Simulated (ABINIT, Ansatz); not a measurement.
# AlSbTe3 (Pm-3m): zone-centre phonons, part 4 of 5

Which modes does AlSbTe3 (Pm-3m) have at the zone centre?

ABINIT 10.8.3; DFT LDA, scalar-relativistic, plane waves, HGH norm-conserving pseudopotentials.

So far, highest optical zone-centre mode (no LO-TO term) (cm⁻¹): step 5 (zone-centre analysis) 302. The relaxed cell has a = 5.200 Å (conventional setting).

The structure was built from a prototype and need not be the compound's stable phase.

**6. Sum rules set otherwise (asr 0)**

Without the rule the raw error of the acoustic modes shows.

Contents of anaddb.abi:

```
ddb_filepath "gamma_DDB"
output_file "anaddb.abo"
outdata_prefix "anaddb"
asr 0
chneut 0
enunit 2
eivec 1
nph1l 1
qph1l 0.0 0.0 0.0 1.0
```

Contents of mrgddb.in:

```
gamma_DDB
merged
2
dfpt_gammao_DDB
gso_DDB
```

Command:

```bash
> mrgddb < mrgddb.in > mrgddb.log
> OMP_NUM_THREADS=1 anaddb anaddb.abi > anaddb.log
```

anaddb.abo, the main output file:

```text
-outvars_anaddb: echo values of input variables ----------------------

 Miscellaneous information :
      enunit         2
       eivec         1
      chneut         0
 First list of wavevector (reduced coord.) :
       nph1l         1
       qph1l
                     0.00000000E+00  0.00000000E+00  0.00000000E+00    1.000E+00

================================================================================

 read the DDB information and perform some checks

  ==== Info on the Cryst% object ====
 Real(R)+Recip(G) space primitive vectors, cartesian coordinates (Bohr,Bohr^-1):
 R(1)=  9.8258775  0.0000000  0.0000000  G(1)=  0.1017721  0.0000000  0.0000000
 R(2)=  0.0000000  9.8258775  0.0000000  G(2)=  0.0000000  0.1017721  0.0000000
 R(3)=  0.0000000  0.0000000  9.8258775  G(3)=  0.0000000  0.0000000  0.1017721
 Unit cell volume ucvol=  9.4866753E+02 bohr^3
 Angles (23,13,12)=  9.00000000E+01  9.00000000E+01  9.00000000E+01 degrees
 Time-reversal symmetry is present
 Reduced atomic positions [iatom, xred, symbol]:
    1)    0.0000000  0.0000000  0.0000000  Sb
    2)    0.5000000  0.5000000  0.5000000  Al
    3)    0.5000000  0.5000000  0.0000000  Te
    4)    0.5000000  0.0000000  0.5000000  Te
    5)    0.0000000  0.5000000  0.5000000  Te

 DDB file with 3 blocks has been read.

================================================================================

 Treat the first list of vectors

  Phonon wavevector (reduced coordinates) :  0.00000  0.00000  0.00000
 Phonon energies in Hartree :
  -4.313437E-04 -4.313437E-04 -4.313437E-04 -2.489067E-04 -2.489067E-04
  -2.489067E-04 -4.234035E-06 -4.234034E-06 -4.234032E-06  5.809316E-05
   5.809316E-05  5.809316E-05  1.377879E-03  1.377879E-03  1.377879E-03
 Phonon energies in meV     :
- -1.173746E+01 -1.173746E+01 -1.173746E+01 -6.773098E+00 -6.773098E+00
- -6.773098E+00 -1.152139E-01 -1.152139E-01 -1.152139E-01  1.580796E+00
-  1.580796E+00  1.580796E+00  3.749399E+01  3.749399E+01  3.749399E+01
 Phonon frequencies in cm-1    :
- -9.466899E+01 -9.466899E+01 -9.466899E+01 -5.462872E+01 -5.462872E+01
- -5.462872E+01 -9.292632E-01 -9.292631E-01 -9.292627E-01  1.274998E+01
-  1.274998E+01  1.274998E+01  3.024095E+02  3.024095E+02  3.024095E+02
 Phonon frequencies in Thz     :
- -2.838105E+00 -2.838105E+00 -2.838105E+00 -1.637728E+00 -1.637728E+00
- -1.637728E+00 -2.785861E-02 -2.785861E-02 -2.785859E-02  3.822347E-01
-  3.822347E-01  3.822347E-01  9.066007E+00  9.066007E+00  9.066007E+00
 Phonon energies in Kelvin  :
- -1.362076E+02 -1.362076E+02 -1.362076E+02 -7.859853E+01 -7.859853E+01
- -7.859853E+01 -1.337002E+00 -1.337002E+00 -1.337002E+00  1.834437E+01
-  1.834437E+01  1.834437E+01  4.350997E+02  4.350997E+02  4.350997E+02

 Eigendisplacements
 (will be given, for each mode : in cartesian coordinates
   for each atom the real part of the displacement vector,
   then the imaginary part of the displacement vector - absolute values smaller than 1.0d-7 are set to zero)
  Mode number    1   Energy   -4.313437E-04
 Attention : low frequency mode.
   (Could be unstable or acoustic mode)
-  1  0.00000000E+00  0.00000000E+00 -1.69999843E-03
-     0.00000000E+00  0.00000000E+00  0.00000000E+00
-  2  0.00000000E+00  0.00000000E+00 -4.03235101E-04
-     0.00000000E+00  0.00000000E+00  0.00000000E+00
-  3  0.00000000E+00  0.00000000E+00 -2.72487922E-05
-     0.00000000E+00  0.00000000E+00  0.00000000E+00
-  4  0.00000000E+00  0.00000000E+00  8.67906733E-04
-     0.00000000E+00  0.00000000E+00  0.00000000E+00
-  5  0.00000000E+00  0.00000000E+00  8.67906733E-04
-     0.00000000E+00  0.00000000E+00  0.00000000E+00
  Mode number    2   Energy   -4.313437E-04
 Attention : low frequency mode.
   (Could be unstable or acoustic mode)
-  1  0.00000000E+00  1.69999843E-03  0.00000000E+00
-     0.00000000E+00  0.00000000E+00  0.00000000E+00
-  2  0.00000000E+00  4.03235101E-04  0.00000000E+00
-     0.00000000E+00  0.00000000E+00  0.00000000E+00
-  3  0.00000000E+00 -8.67906733E-04  0.00000000E+00
-     0.00000000E+00  0.00000000E+00  0.00000000E+00
-  4  0.00000000E+00  2.72487922E-05  0.00000000E+00
-     0.00000000E+00  0.00000000E+00  0.00000000E+00
-  5  0.00000000E+00 -8.67906733E-04  0.00000000E+00
-     0.00000000E+00  0.00000000E+00  0.00000000E+00
  Mode number    3   Energy   -4.313437E-04
 Attention : low frequency mode.
   (Could be unstable or acoustic mode)
-  1  1.69999843E-03  0.00000000E+00  0.00000000E+00
-     0.00000000E+00  0.00000000E+00  0.00000000E+00
-  2  4.03235101E-04  0.00000000E+00  0.00000000E+00
-     0.00000000E+00  0.00000000E+00  0.00000000E+00
-  3 -8.67906733E-04  0.00000000E+00  0.00000000E+00
-     0.00000000E+00  0.00000000E+00  0.00000000E+00
-  4 -8.67906733E-04  0.00000000E+00  0.00000000E+00
-     0.00000000E+00  0.00000000E+00  0.00000000E+00
-  5  2.72487922E-05  0.00000000E+00  0.00000000E+00
-     0.00000000E+00  0.00000000E+00  0.00000000E+00
  Mode number    4   Energy   -2.489067E-04
 Attention : low frequency mode.
   (Could be unstable or acoustic mode)
-  1  0.00000000E+00  0.00000000E+00  0.00000000E+00
-     0.00000000E+00  0.00000000E+00  0.00000000E+00
-  2  0.00000000E+00  0.00000000E+00  0.00000000E+00
-     0.00000000E+00  0.00000000E+00  0.00000000E+00
-  3  0.00000000E+00  0.00000000E+00  0.00000000E+00
-     0.00000000E+00  0.00000000E+00  0.00000000E+00
-  4  0.00000000E+00  0.00000000E+00 -1.46615408E-03
-     0.00000000E+00  0.00000000E+00  0.00000000E+00
-  5  0.00000000E+00  0.00000000E+00  1.46615408E-03
-     0.00000000E+00  0.00000000E+00  0.00000000E+00
  Mode number    5   Energy   -2.489067E-04
 Attention : low frequency mode.
   (Could be unstable or acoustic mode)
-  1  0.00000000E+00  0.00000000E+00  0.00000000E+00
-     0.00000000E+00  0.00000000E+00  0.00000000E+00
-  2  0.00000000E+00  0.00000000E+00  0.00000000E+00
-     0.00000000E+00  0.00000000E+00  0.00000000E+00
-  3  0.00000000E+00  1.46615408E-03  0.00000000E+00
-     0.00000000E+00  0.00000000E+00  0.00000000E+00
-  4  0.00000000E+00  0.00000000E+00  0.00000000E+00
-     0.00000000E+00  0.00000000E+00  0.00000000E+00
-  5  0.00000000E+00 -1.46615408E-03  0.00000000E+00
-     0.00000000E+00  0.00000000E+00  0.00000000E+00
  Mode number    6   Energy   -2.489067E-04
 Attention : low frequency mode.
   (Could be unstable or acoustic mode)
-  1  0.00000000E+00  0.00000000E+00  0.00000000E+00
-     0.00000000E+00  0.00000000E+00  0.00000000E+00
-  2  0.00000000E+00  0.00000000E+00  0.00000000E+00
-     0.00000000E+00  0.00000000E+00  0.00000000E+00
-  3  1.46615408E-03  0.00000000E+00  0.00000000E+00
-     0.00000000E+00  0.00000000E+00  0.00000000E+00
-  4 -1.46615408E-03  0.00000000E+00  0.00000000E+00
-     0.00000000E+00  0.00000000E+00  0.00000000E+00
-  5  0.00000000E+00  0.00000000E+00  0.00000000E+00
-     0.00000000E+00  0.00000000E+00  0.00000000E+00
  Mode number    7   Energy   -4.234035E-06
 Attention : low frequency mode.
   (Could be unstable or acoustic mode)
-  1  0.00000000E+00  0.00000000E+00 -1.01194429E-03
-     0.00000000E+00  0.00000000E+00  0.00000000E+00
-  2  0.00000000E+00  0.00000000E+00 -1.02858717E-03
-     0.00000000E+00  0.00000000E+00  0.00000000E+00
-  3  0.00000000E+00  0.00000000E+00 -1.02424063E-03
-     0.00000000E+00  0.00000000E+00  0.00000000E+00
-  4  0.00000000E+00  0.00000000E+00 -1.01225563E-03
-     0.00000000E+00  0.00000000E+00  0.00000000E+00
-  5  0.00000000E+00  0.00000000E+00 -1.01225563E-03
-     0.00000000E+00  0.00000000E+00  0.00000000E+00
  Mode number    8   Energy   -4.234034E-06
 Attention : low frequency mode.
   (Could be unstable or acoustic mode)
-  1  0.00000000E+00  1.01194429E-03  0.00000000E+00
-     0.00000000E+00  0.00000000E+00  0.00000000E+00
-  2  0.00000000E+00  1.02858717E-03  0.00000000E+00
-     0.00000000E+00  0.00000000E+00  0.00000000E+00
-  3  0.00000000E+00  1.01225563E-03  0.00000000E+00
-     0.00000000E+00  0.00000000E+00  0.00000000E+00
-  4  0.00000000E+00  1.02424063E-03  0.00000000E+00
-     0.00000000E+00  0.00000000E+00  0.00000000E+00
-  5  0.00000000E+00  1.01225563E-03  0.00000000E+00
-     0.00000000E+00  0.00000000E+00  0.00000000E+00
  Mode number    9   Energy   -4.234032E-06
 Attention : low frequency mode.
   (Could be unstable or acoustic mode)
-  1  1.01194429E-03  0.00000000E+00  0.00000000E+00
-     0.00000000E+00  0.00000000E+00  0.00000000E+00
-  2  1.02858717E-03  0.00000000E+00  0.00000000E+00
-     0.00000000E+00  0.00000000E+00  0.00000000E+00
-  3  1.01225563E-03  0.00000000E+00  0.00000000E+00
-     0.00000000E+00  0.00000000E+00  0.00000000E+00
-  4  1.01225563E-03  0.00000000E+00  0.00000000E+00
-     0.00000000E+00  0.00000000E+00  0.00000000E+00
-  5  1.02424063E-03  0.00000000E+00  0.00000000E+00
-     0.00000000E+00  0.00000000E+00  0.00000000E+00
  Mode number   10   Energy    5.809316E-05
-  1  0.00000000E+00  0.00000000E+00 -7.69040886E-04
-     0.00000000E+00  0.00000000E+00  0.00000000E+00
-  2  0.00000000E+00  0.00000000E+00  2.17016460E-03
-     0.00000000E+00  0.00000000E+00  0.00000000E+00
-  3  0.00000000E+00  0.00000000E+00  1.42959020E-03
-     0.00000000E+00  0.00000000E+00  0.00000000E+00
-  4  0.00000000E+00  0.00000000E+00 -5.89617328E-04
-     0.00000000E+00  0.00000000E+00  0.00000000E+00
-  5  0.00000000E+00  0.00000000E+00 -5.89617328E-04
-     0.00000000E+00  0.00000000E+00  0.00000000E+00
  Mode number   11   Energy    5.809316E-05
-  1  0.00000000E+00 -7.69040886E-04  0.00000000E+00
-     0.00000000E+00  0.00000000E+00  0.00000000E+00
-  2  0.00000000E+00  2.17016460E-03  0.00000000E+00
-     0.00000000E+00  0.00000000E+00  0.00000000E+00
-  3  0.00000000E+00 -5.89617328E-04  0.00000000E+00
-     0.00000000E+00  0.00000000E+00  0.00000000E+00
-  4  0.00000000E+00  1.42959020E-03  0.00000000E+00
-     0.00000000E+00  0.00000000E+00  0.00000000E+00
-  5  0.00000000E+00 -5.89617328E-04  0.00000000E+00
-     0.00000000E+00  0.00000000E+00  0.00000000E+00
  Mode number   12   Energy    5.809316E-05
-  1  7.69040886E-04  0.00000000E+00  0.00000000E+00
-     0.00000000E+00  0.00000000E+00  0.00000000E+00
-  2 -2.17016460E-03  0.00000000E+00  0.00000000E+00
-     0.00000000E+00  0.00000000E+00  0.00000000E+00
-  3  5.89617328E-04  0.00000000E+00  0.00000000E+00
-     0.00000000E+00  0.00000000E+00  0.00000000E+00
-  4  5.89617328E-04  0.00000000E+00  0.00000000E+00
-     0.00000000E+00  0.00000000E+00  0.00000000E+00
-  5 -1.42959020E-03  0.00000000E+00  0.00000000E+00
-     0.00000000E+00  0.00000000E+00  0.00000000E+00
  Mode number   13   Energy    1.377879E-03
-  1  0.00000000E+00  0.00000000E+00  1.51324767E-05
-     0.00000000E+00  0.00000000E+00  0.00000000E+00
-  2  0.00000000E+00  0.00000000E+00 -3.79492708E-03
-     0.00000000E+00  0.00000000E+00  0.00000000E+00
-  3  0.00000000E+00  0.00000000E+00  1.09803282E-03
-     0.00000000E+00  0.00000000E+00  0.00000000E+00
-  4  0.00000000E+00  0.00000000E+00 -1.55034325E-04
-     0.00000000E+00  0.00000000E+00  0.00000000E+00
-  5  0.00000000E+00  0.00000000E+00 -1.55034325E-04
-     0.00000000E+00  0.00000000E+00  0.00000000E+00
  Mode number   14   Energy    1.377879E-03
-  1  0.00000000E+00 -1.51324767E-05  0.00000000E+00
-     0.00000000E+00  0.00000000E+00  0.00000000E+00
-  2 -2.88241793E-07  3.79492707E-03  0.00000000E+00
-     0.00000000E+00  0.00000000E+00  0.00000000E+00
-  3  0.00000000E+00  1.55034325E-04  0.00000000E+00
-     0.00000000E+00  0.00000000E+00  0.00000000E+00
-  4  0.00000000E+00 -1.09803282E-03  0.00000000E+00
-     0.00000000E+00  0.00000000E+00  0.00000000E+00
-  5  0.00000000E+00  1.55034325E-04  0.00000000E+00
-     0.00000000E+00  0.00000000E+00  0.00000000E+00
  Mode number   15   Energy    1.377879E-03
-  1  1.51324767E-05  0.00000000E+00  0.00000000E+00
-     0.00000000E+00  0.00000000E+00  0.00000000E+00
-  2 -3.79492707E-03 -2.88241793E-07  0.00000000E+00
-     0.00000000E+00  0.00000000E+00  0.00000000E+00
-  3 -1.55034325E-04  0.00000000E+00  0.00000000E+00
-     0.00000000E+00  0.00000000E+00  0.00000000E+00
-  4 -1.55034325E-04  0.00000000E+00  0.00000000E+00
-     0.00000000E+00  0.00000000E+00  0.00000000E+00
-  5  1.09803282E-03  0.00000000E+00  0.00000000E+00
-     0.00000000E+00  0.00000000E+00  0.00000000E+00

 Analysis of degeneracies and characters (maximum tolerance=1.00E-06 a.u.)
 For each vibration mode, or group of modes if degenerate,
 the characters are given for each symmetry operation (see the list in the log file).
 Symmetry characters of vibration mode #   1
       degenerate with vibration modes #   2 to    3
  3.0 -3.0 -1.0  1.0 -1.0  1.0 -1.0  1.0  1.0 -1.0 -1.0  1.0  1.0 -1.0 -1.0  1.0
  0.0 -0.0  0.0 -0.0 -0.0  0.0 -0.0  0.0  1.0 -1.0 -1.0  1.0 -1.0  1.0  1.0 -1.0
  0.0 -0.0 -0.0  0.0 -0.0  0.0  0.0 -0.0  1.0 -1.0  1.0 -1.0 -1.0  1.0 -1.0  1.0
 Symmetry characters of vibration mode #   4
       degenerate with vibration modes #   5 to    6
  3.0 -3.0 -1.0  1.0 -1.0  1.0 -1.0  1.0 -1.0  1.0  1.0 -1.0 -1.0  1.0  1.0 -1.0
 -0.0  0.0  0.0 -0.0  0.0 -0.0 -0.0  0.0 -1.0  1.0  1.0 -1.0  1.0 -1.0 -1.0  1.0
 -0.0  0.0  0.0 -0.0 -0.0  0.0  0.0 -0.0 -1.0  1.0 -1.0  1.0  1.0 -1.0  1.0 -1.0
 Symmetry characters of vibration mode #   7
       degenerate with vibration modes #   8 to    9
  3.0 -3.0 -1.0  1.0 -1.0  1.0 -1.0  1.0  1.0 -1.0 -1.0  1.0  1.0 -1.0 -1.0  1.0
  0.0 -0.0  0.0 -0.0 -0.0  0.0 -0.0  0.0  1.0 -1.0 -1.0  1.0 -1.0  1.0  1.0 -1.0
  0.0 -0.0 -0.0  0.0 -0.0  0.0  0.0 -0.0  1.0 -1.0  1.0 -1.0 -1.0  1.0 -1.0  1.0
 Symmetry characters of vibration mode #  10
       degenerate with vibration modes #  11 to   12
  3.0 -3.0 -1.0  1.0 -1.0  1.0 -1.0  1.0  1.0 -1.0 -1.0  1.0  1.0 -1.0 -1.0  1.0
 -0.0  0.0 -0.0  0.0  0.0 -0.0  0.0 -0.0  1.0 -1.0 -1.0  1.0 -1.0  1.0  1.0 -1.0
 -0.0  0.0  0.0 -0.0  0.0 -0.0 -0.0  0.0  1.0 -1.0  1.0 -1.0 -1.0  1.0 -1.0  1.0
 Symmetry characters of vibration mode #  13
       degenerate with vibration modes #  14 to   15
  3.0 -3.0 -1.0  1.0 -1.0  1.0 -1.0  1.0  1.0 -1.0 -1.0  1.0  1.0 -1.0 -1.0  1.0
  0.0 -0.0  0.0 -0.0 -0.0  0.0 -0.0  0.0  1.0 -1.0 -1.0  1.0 -1.0  1.0  1.0 -1.0
  0.0 -0.0 -0.0  0.0 -0.0  0.0  0.0 -0.0  1.0 -1.0  1.0 -1.0 -1.0  1.0 -1.0  1.0
-
```

It took 0.77 s on 1 thread of Intel Xeon at 2.70GHz, shared host.

This step gave:

| Item | Value |
| --- | --- |
| lowest optical zone-centre mode | -94.67 cm⁻¹ |

Zone-centre frequencies as printed; negative means imaginary. Modes:

| mode | frequency (cm⁻¹) |
| --- | --- |
| 1 | -94.67 |
| 2 | -94.67 |
| 3 | -94.67 |
| 4 | -54.63 |
| 5 | -54.63 |
| 6 | -54.63 |
| 7 | -0.93 |
| 8 | -0.93 |
| 9 | -0.93 |
| 10 | 12.75 |
| 11 | 12.75 |
| 12 | 12.75 |
| 13 | 302.4 |
| 14 | 302.4 |
| 15 | 302.4 |

(Continued in part 5 of 5.)

[Host names and launcher messages were left out of these logs when they were recorded.]

[Logs are printed without paths, hosts, clocks, repeated set-up lines and the standing remarks that a program may print on its own settings, such as how far it seeks lower states.]

[Hosts, paths, dates, database ids (printed as entryN), source tags and the programs' standing remarks are cut or masked in the printed files.]
